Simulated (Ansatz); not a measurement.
## LiNbO3 (R3c): the PBE gap against the k mesh of the density

How far can the k mesh of the density be lowered for the gap of LiNbO3 (R3c)?

Program: Ansatz 0.2.0. Level of theory: DFT, PBE, plane waves, PAW. Results are calculated unless marked as measured.

**1. Set-up**

It takes space group R3c (No. 161, trigonal). The conventional cell has a = 5.152 Å, b = 5.152 Å, c = 13.869 Å, α = 90.00°, β = 90.00°, γ = 120.00°. Nearest to Li lie 6 O at 2.07 to 2.24 Å. Nearest to Nb lie 6 O at 1.88 to 2.13 Å. Nearest to O lie 2 Nb at 1.88 to 2.13 Å and 2 Li at 2.07 to 2.24 Å. Farther neighbours and most contacts between anions are not listed.

The cell and positions come from the Crystallography Open Database and are kept as given unless a step says otherwise. The default PAW set here is soft_2. Its files were made with PBE.

**2. k mesh of the density: 2×2×2**

input.yaml

```yaml
crystal:
  lattice:
    - [2.5758, 1.4871388234, 4.623]
    - [-2.5758, 1.4871388234, 4.623]
    - [0.0, -2.9742776468, 4.623]
  atoms:
    - { symbol: Li, position: [0.2815, 0.2815, 0.2815] }
    - { symbol: Li, position: [0.7815, 0.7815, 0.7815] }
    - { symbol: Nb, position: [5.5e-05, 5.5e-05, 5.5e-05] }
    - { symbol: Nb, position: [0.500055, 0.500055, 0.500055] }
    - { symbol: O, position: [0.11231, 0.35836, 0.71959] }
    - { symbol: O, position: [0.71959, 0.11231, 0.35836] }
    - { symbol: O, position: [0.35836, 0.71959, 0.11231] }
    - { symbol: O, position: [0.21959, 0.85836, 0.61231] }
    - { symbol: O, position: [0.85836, 0.61231, 0.21959] }
    - { symbol: O, position: [0.61231, 0.21959, 0.85836] }
kpoints:
  mp_grid: { grid: [2, 2, 2] }
  band_path:
    path:
      - [0.0, 0.0, 0.0]
      - [-0.5, -0.5, -0.5]
      - [-0.5, -0.23565315, -0.76434685]
      - [-0.23565315, 0.23565315, -0.5]
      - [0.0, 0.0, -0.5]
      - [0.0, 0.36782657, -0.36782657]
      - [-0.36782657, 0.0, -0.63217343]
      - [-0.5, 0.0, -0.5]
      - [-0.15, -0.15, -0.15]
      - [-0.381043913, 0.0, -0.618956087]
    npoints: 1
hamiltonian:
  xc: pbe
scf:
  occupations: { method: fixed }
  n_extra_bands: 7
output:
  eigenvalues: true
  forces: true
  stress: true
```

Started as:

```bash
ansatz run input.yaml --threads 3 --pin off --max-ram 92160MiB --backend cuda --events-out ev --progress --plain --runs-dir out --devices 1 --max-vram 13GiB
```

Numbers of over 12 decimals in the logs are rounded to 6 here.

The program printed:

```text
scf.n_extra_bands = 7 over 34 filled bands (N_el = 68.0): the run solves 41 bands
GPUs: using 1 of 1 available (devices: 1).
Engine: ansatz 0.2.0, x86_64-unknown-linux-gnu
Pseudopotentials: kind: paw
Pseudopotential: Li, paw, valence charge 3, recommended cutoff 420 eV (normal), Li.paw.azcp
Pseudopotential: Nb, paw, valence charge 13, recommended cutoff 420 eV (normal), Nb.paw.azcp
Pseudopotential: O, paw, valence charge 6, recommended cutoff 420 eV (normal), O.paw.azcp
Functional definition: PBE
  parameter kappa = 0.804
  parameter beta = 0.066725
  exchange = pbe_x(kappa = kappa, mu = beta*pi^2/3)
  correlation = pbe_c(beta = beta)
concurrent solve slots: 2 of 3 are kept, ahead of what memory takes: no pass of the eigensolver takes more rounds on 2
device memory: the entry about to start is reckoned to put 2.2 GiB on a device that reports 55.5 GiB free (of which the cap on the GPU budget leaves the run 13.0 GiB)
GPU FFT provider: cuFFT
GPU libraries: cuBLAS 13.8.2, cuFFT 12.4.0, cuSOLVER 12.3.4
Crystal: 10 atoms, lattice volume = 106.252 Å³
Basis set: ecut = 420 eV, 2091 PW (Γ), exchange–correlation on 80×80×80 points (8 copies of the dense FFT grid, shifted against one another)
Bands: 41, of which v1, the nominal top of the filled ones, is band 34 counted from 1 (33 counted from 0)
Symmetry: 6 space group operations
Space group: R3c (ITA 161), of the structure as read, at distance tolerance 4.7e-5 Å
k-points: 4 of 8
Non-local potential: Li, projectors of the file, l = 0: 3, l = 1: 2, l = 2: 1
Non-local potential: Nb, projectors of the file, l = 0: 3, l = 1: 2, l = 2: 2, l = 3: 1
Non-local potential: O, projectors of the file, l = 0: 2, l = 1: 2, l = 2: 1
PAW form: soft (Blöchl's): semilocal exchange-correlation on the pseudo side does not see the compensation charge
PAW one-centre angular grid: Li, 110 points (default); XC on 64 Gauss nodes
PAW one-centre angular grid: Nb, 590 points (default); XC on 64 Gauss nodes
PAW one-centre angular grid: O, 110 points (default); XC on 64 Gauss nodes
Initial density: superposition of atomic densities (neutral atoms: chi_scale 0, normalization atom), corrected by the library's trained network
Initial wavefunctions: pseudopotential atomic-orbital guess
GPU buffer pool allocated for 64000 grid points (all kernels)
GPU transforms: local potential and band sums: pruned to the plane-wave sphere, on 40×40×40
Functional: x = pbe(κ = 0.804, μ = 0.219515), c = pbe(β = 0.066725)
SCF iter   1: F=—  HF=-12929.393650 eV  |F-HF|=—  |Δ(HF+E_count)|=         —  Δρ=1.73e-3  dr2=9.81e-4  ethr=1.77e-3  ⟨swp⟩=5.0  Hψ=591  notcnv=0  defer=19
preconditioner: auto → Resta (q_TF=auto, 2.533 Å⁻¹)  ε∞=6.5  [insulator: Δε(μ)=3.614 eV  Ē_g=10.630 eV  n_scr=26 (ndim 8)  ℏωp=25.0 eV  f_vac=0.019  ε∞_Penn≈6.5]
SCF iter   2: F=—  HF=-12929.394991 eV  |F-HF|=—  |Δ(HF+E_count)|=   1.34e-3  Δρ=9.57e-4  dr2=2.91e-4  ethr=1.44e-6  ⟨swp⟩=2.0  Hψ=294  notcnv=0  defer=20
SCF iter   3: F=—  HF=-12929.395761 eV  |F-HF|=—  |Δ(HF+E_count)|=   7.70e-4  Δρ=3.92e-4  dr2=1.37e-4  ethr=4.28e-7  ⟨swp⟩=2.0  Hψ=264  notcnv=0  defer=20
SCF iter   4: F=—  HF=-12929.395817 eV  |F-HF|=—  |Δ(HF+E_count)|=   5.61e-5  Δρ=8.22e-5  dr2=7.52e-6  ethr=2.01e-7  ⟨swp⟩=2.0  Hψ=238  notcnv=0  defer=7
SCF iter   5: F=—  HF=-12929.395761 eV  |F-HF|=—  |Δ(HF+E_count)|=   5.60e-5  Δρ=2.88e-5  dr2=1.00e-6  ethr=1.11e-8  ⟨swp⟩=2.2  Hψ=256  notcnv=0  defer=4
SCF iter   6: F=—  HF=-12929.395762 eV  |F-HF|=—  |Δ(HF+E_count)|=   8.02e-7  Δρ=1.28e-5  dr2=1.15e-7  ethr=1.47e-9  ⟨swp⟩=2.0  Hψ=218  notcnv=0  defer=4
SCF iter   7: F=-12929.395762 eV  HF=-12929.395762 eV  |F-HF|=6.94e-9  |Δ(HF+E_count)|=   1.28e-7  Δρ=2.10e-6  dr2=4.63e-9  ethr=1.47e-10  ⟨swp⟩=11.2  Hψ=719  notcnv=0
SCF 1 converged in 7 iterations: F = -12929.395762 eV  dr2 = 4.63e-9
[...]
device memory: the entry about to start is reckoned to put 2.3 GiB on a device that reports 53.0 GiB free (of which the cap on the GPU budget leaves the run 13.0 GiB)
NSCF: frozen V_eff on 10 k-points
SCF converged after 7 iterations
Free energy (F): -12929.395762 eV
Harris-Foulkes:  -12929.395762 eV  (|F-HF|=6.94e-9)
Internal energy: -12929.395762 eV  (E = F + TS)
E sigma→0 (E₀):  -12929.395762 eV
Fermi energy:    7.262739 eV
--- Per-component energies (eV) ---
  E_band       = -522.432687
  E_kinetic    = 1888.537910
  E_local      = -4295.333674  (includes V_loc(G=0)·N_el)
  E_nonlocal   = 450.293869
  E_hartree    = 1453.833777
  E_xc         = -818.460818
  E_vxc        = -1022.330998  (∫ρ·V_xc dr)
  E_paw        = -7134.367264  (= ΣΔE_a)
  E_vpaw       = -451.282031  (= ΣTr[D̂ρ^β])
  E_aug_tail   = 0.014768  (compensation charges beyond the density's cutoff)
  E_ewald      = -4473.914330
  E_smearing   = -0.000000  (= −TS)
  E_closure    = -0.000000  (closes the sum)
  Σ components = -12929.395762   (vs F -12929.395762, Δ=0.00e0)
--- Forces (eV/Å), atoms counted from 1 ---
  atom   1  Li     0.00000000    -0.00000000     0.00215815
  atom   2  Li     0.00000000     0.00000000     0.00215815
  atom   3  Nb     0.00000000     0.00000000     0.15134399
  atom   4  Nb    -0.00000000    -0.00000000     0.15134399
  atom   5  O     -0.18944684     0.07358179    -0.05116727
  atom   6  O      0.03099972    -0.20085667    -0.05116727
  atom   7  O      0.15844712     0.12727488    -0.05116727
  atom   8  O     -0.15844712     0.12727488    -0.05116727
  atom   9  O      0.18944684     0.07358179    -0.05116727
  atom  10  O     -0.03099972    -0.20085667    -0.05116727
  max |Σ_I F_I| component: 6.55e-7 eV/Å
--- Stress (GPa, compression-positive) ---
        4.661998       0.000000       0.000000
        0.000000       4.661998       0.000000
        0.000000       0.000000       4.758329
  P = ⅓ Tr σ = 4.6941 GPa (46.941 kbar)
--- Band table (eV) ---
  k-point 0: bands = [... 30 lower, 6.5738, 6.7928, 7.2627, 7.2627, 10.8702, 10.8702, 11.3392, 12.4531, ... 3 higher]
  k-point 1: bands = [... 30 lower, 6.9742, 6.9742, 7.0490, 7.0490, 11.1773, 11.1773, 12.0016, 12.0016, ... 3 higher]
  k-point 2: bands = [... 30 lower, 6.5604, 6.6244, 6.7978, 7.0790, 10.9593, 11.4465, 11.8968, 11.9442, ... 3 higher]
  k-point 3: bands = [... 30 lower, 6.9511, 6.9511, 6.9511, 6.9511, 11.9242, 11.9242, 12.1242, 12.1242, ... 3 higher]
```

Wall time 11 s (1 × NVIDIA H100 80GB HBM3 (shared by 6 runs) with 3 threads of AMD EPYC 7R13 (Zen 3), shared host); peak memory 0.92 GiB; 3.4 s of CPU time.

In the SCF lines HF is the Harris–Foulkes energy and dr2 the Hartree energy of the density residual, in eV; the loop may stop once dr2 is under the threshold and the program's other checks hold. Hψ counts applications of the Hamiltonian.

Numbers from this step:

* pressure: 4.694 GPa
* gap: 3.571 eV
* valence top at: k = (-0.150, -0.150, -0.150)
* conduction bottom at: k = (-0.381, 0.000, -0.619)
* least direct gap: 3.607 eV

The gap is indirect, with the least direct gap 0.04 eV higher.

**3. k mesh of the density: 4×4×4**

Changes to input.yaml since step 2:

```diff
@@ -17,3 +17,3 @@
 kpoints:
-  mp_grid: { grid: [2, 2, 2] }
+  mp_grid: { grid: [4, 4, 4] }
   band_path:
@@ -40 +40,5 @@
   stress: true
+  write_density: true
+  write_potential: true
+  elf: true
+  volumetric_format: npy
```

The program printed:

```text
[...]
GPUs: using 1 of 1 available (devices: 1).
[...]
GPU FFT provider: cuFFT
GPU libraries: cuBLAS 13.8.2, cuFFT 12.4.0, cuSOLVER 12.3.4
Crystal: 10 atoms, lattice volume = 106.252 Å³
Basis set: ecut = 420 eV, 2091 PW (Γ), exchange–correlation on 80×80×80 points (8 copies of the dense FFT grid, shifted against one another)
[...]
k-point 0: bands = [... 30 lower, 6.5644, 6.7834, 7.2529, 7.2529, 10.8729, 10.8729, 11.3420, 12.4543, ... 3 higher]
  k-point 1: bands = [... 30 lower, 6.7885, 6.8553, 7.0526, 7.1787, 10.9217, 11.0361, 11.4763, 12.1849, ... 3 higher]
  k-point 2: bands = [... 30 lower, 6.9644, 6.9644, 7.0396, 7.0396, 11.1788, 11.1788, 12.0021, 12.0021, ... 3 higher]
  k-point 12: bands = [... 30 lower, 6.9415, 6.9415, 6.9415, 6.9415, 11.9260, 11.9260, 12.1249, 12.1249, ... 3 higher]
[key lines of the parts left out:]
SCF converged after 6 iterations
Free energy (F): -12929.442560 eV
Fermi energy:    7.252937 eV
P = ⅓ Tr σ = 4.6360 GPa (46.360 kbar)
```

Elapsed: 11 s, on 1 × NVIDIA H100 80GB HBM3 (shared by 6 runs) with 3 threads; peak memory 0.93 GiB.

This step gave:

```
pressure             : 4.636 GPa
gap                  : 3.583 eV
valence top at       : k = (-0.150, -0.150, -0.150)
conduction bottom at : k = (-0.381, 0.000, -0.619)
least direct gap     : 3.620 eV
```

The gap is 3.583 eV, +0.012 eV from the run before at this level.

**4. k mesh of the density: 6×6×6 (the default)**

input.yaml, the sections that differ from step 3:

```yaml
kpoints:
  mp_grid: { grid: [6, 6, 6] }
  band_path:
    path:
      - [[0.0, 0.0, 0.0], [-0.5, -0.5, -0.5], [-0.5, -0.23565315, -0.76434685]]
      - [[-0.23565315, 0.23565315, -0.5], [0.0, 0.0, -0.5], [0.0, 0.0, 0.0], [0.0, 0.36782657, -0.36782657]]
      - [[-0.36782657, 0.0, -0.63217343], [-0.5, 0.0, -0.5], [0.0, 0.0, 0.0]]
    npoints: 10
scf:
  occupations: { method: fermi_dirac, width: 0.02 }
  n_extra_bands: 7
# crystal, hamiltonian, output: as in step 3
```

The program printed:

```text
[...]
GPUs: using 1 of 1 available (devices: 1).
[...]
GPU FFT provider: cuFFT
GPU libraries: cuBLAS 13.8.2, cuFFT 12.4.0, cuSOLVER 12.3.4
Crystal: 10 atoms, lattice volume = 106.252 Å³
Basis set: ecut = 420 eV, 2091 PW (Γ), exchange–correlation on 80×80×80 points (8 copies of the dense FFT grid, shifted against one another)
[...]
k-point 0: bands = [... 30 lower, 6.5643, 6.7834, 7.2529, 7.2529, 10.8730, 10.8730, 11.3421, 12.4544, ... 3 higher]
  k-point 1: bands = [... 30 lower, 6.7523, 6.8378, 7.1206, 7.1740, 10.9214, 10.9307, 11.3382, 12.3639, ... 3 higher]
  k-point 2: bands = [... 30 lower, 6.7809, 6.9205, 7.0375, 7.1746, 10.9558, 11.1822, 11.6773, 11.9956, ... 3 higher]
  k-point 31: bands = [... 30 lower, 6.9415, 6.9415, 6.9415, 6.9415, 11.9261, 11.9261, 12.1249, 12.1249, ... 3 higher]
[key lines of the parts left out:]
SCF converged after 6 iterations
Free energy (F): -12929.443342 eV
Fermi energy:    9.053286 eV
P = ⅓ Tr σ = 4.6352 GPa (46.352 kbar)
```

Elapsed: 15 s, on 1 × NVIDIA H100 80GB HBM3 (shared by 6 runs) with 3 threads; peak memory 0.96 GiB; 5.8 s of CPU time.

This step gave:

* pressure: 4.635 GPa
* gap: 3.584 eV
* valence top at: k = (-0.150, -0.150, -0.150)
* conduction bottom at: k = (-0.381, 0.000, -0.619)
* least direct gap: 3.620 eV

The gap is 3.584 eV, as in the run before at this level.

**5. k mesh of the density: 8×8×8**

input.yaml, the sections that differ from step 4:

```yaml
kpoints:
  mp_grid: { grid: [8, 8, 8] }
  band_path:
    path:
      - [0.0, 0.0, 0.0]
      - [-0.5, -0.5, -0.5]
      - [-0.5, -0.23565315, -0.76434685]
      - [-0.23565315, 0.23565315, -0.5]
      - [0.0, 0.0, -0.5]
      - [0.0, 0.36782657, -0.36782657]
      - [-0.36782657, 0.0, -0.63217343]
      - [-0.5, 0.0, -0.5]
      - [-0.15, -0.15, -0.15]
      - [-0.381043913, 0.0, -0.618956087]
    npoints: 1
scf:
  occupations: { method: fixed }
  n_extra_bands: 7
output:
  eigenvalues: true
  forces: true
  stress: true
# crystal, hamiltonian: as in step 4
```

The program printed:

```text
[...]
GPUs: using 1 of 1 available (devices: 1).
[...]
GPU FFT provider: cuFFT
GPU libraries: cuBLAS 13.8.2, cuFFT 12.4.0, cuSOLVER 12.3.4
Crystal: 10 atoms, lattice volume = 106.252 Å³
Basis set: ecut = 420 eV, 2091 PW (Γ), exchange–correlation on 80×80×80 points (8 copies of the dense FFT grid, shifted against one another)
[...]
k-point 0: bands = [... 30 lower, 6.5643, 6.7834, 7.2529, 7.2529, 10.8729, 10.8729, 11.3421, 12.4543, ... 3 higher]
  k-point 1: bands = [... 30 lower, 6.7074, 6.8364, 7.1703, 7.1924, 10.9008, 10.9130, 11.3146, 12.4226, ... 3 higher]
  k-point 2: bands = [... 30 lower, 6.7884, 6.8552, 7.0526, 7.1786, 10.9218, 11.0361, 11.4763, 12.1850, ... 3 higher]
  k-point 64: bands = [... 30 lower, 6.9415, 6.9415, 6.9415, 6.9415, 11.9260, 11.9260, 12.1249, 12.1249, ... 3 higher]
[key lines of the parts left out:]
SCF converged after 6 iterations
Free energy (F): -12929.443140 eV
Fermi energy:    7.262431 eV
P = ⅓ Tr σ = 4.6349 GPa (46.349 kbar)
```

It took 16 s on 1 × NVIDIA H100 80GB HBM3 (shared by 6 runs) with 3 threads; peak memory 0.92 GiB.

This step gave:

```yaml
pressure: 4.635 GPa
gap: 3.583 eV
valence_top_at: k = (0.125, 0.125, 0.125)
conduction_bottom_at: k = (-0.381, 0.000, -0.619)
least_direct_gap: 3.620 eV
```

The gap is 3.583 eV, as in the run before at this level.

**6. The series**

Differences are against the last row; a negative gap means that bands overlap, and a run with a band path holds that path's time. Times are wall times on 1 × NVIDIA H100 80GB HBM3 (shared by 6 runs) with 3 threads of AMD EPYC 7R13 (Zen 3), shared host, good to a factor of about two.

| k mesh of the density | gap (eV) | direct gap (eV) | gap error (eV) | energy error (meV/atom) | irreducible k | time |
| --- | --- | --- | --- | --- | --- | --- |
| 2×2×2 | 3.571 | 3.607 | −0.012 | +4.7 | 4 | 11 s |
| 4×4×4 | 3.583 | 3.620 | +0.0002 | +0.1 | 13 | 11 s |
| 6×6×6 | 3.584 | 3.620 | +0.0003 | +0.0 | 32 | 15 s |
| 8×8×8 | 3.583 | 3.620 | +0.000 | +0.0 | 65 | 16 s |

**7. What came out**

| Item | Value |
| --- | --- |
| 2×2×2 | 3.571 eV |
| 4×4×4 | 3.583 eV |
| 6×6×6 | 3.584 eV |
| 8×8×8 | 3.583 eV |

**Reading.** The gap holds to 0.02 eV from 2×2×2 on, the cheapest setting tried. At 2×2×2 the gap is off by −0.012 eV and the energy by +5 meV/atom. The gap is read over the mesh and added points near the edges, so meshes differ mainly through the density and, for a hybrid, the exchange operator.

[Paths, hosts, dates, memory and timing lines, banners, echoed tables and standing remarks are left out of the program output.]

[Logs are printed without paths, hosts, clocks, repeated set-up lines and the standing remarks that a program may print on its own settings, such as how far it seeks lower states.]

[Runs of the session that timed out or met a known fault of the program may be left out.]

[Cells called generated may have been cut or substituted from an entry of the Crystallography Open Database or the Materials Project.]

[Hosts, paths, dates, database ids (printed as entryN), source tags and the programs' standing remarks are cut or masked in the printed files.]
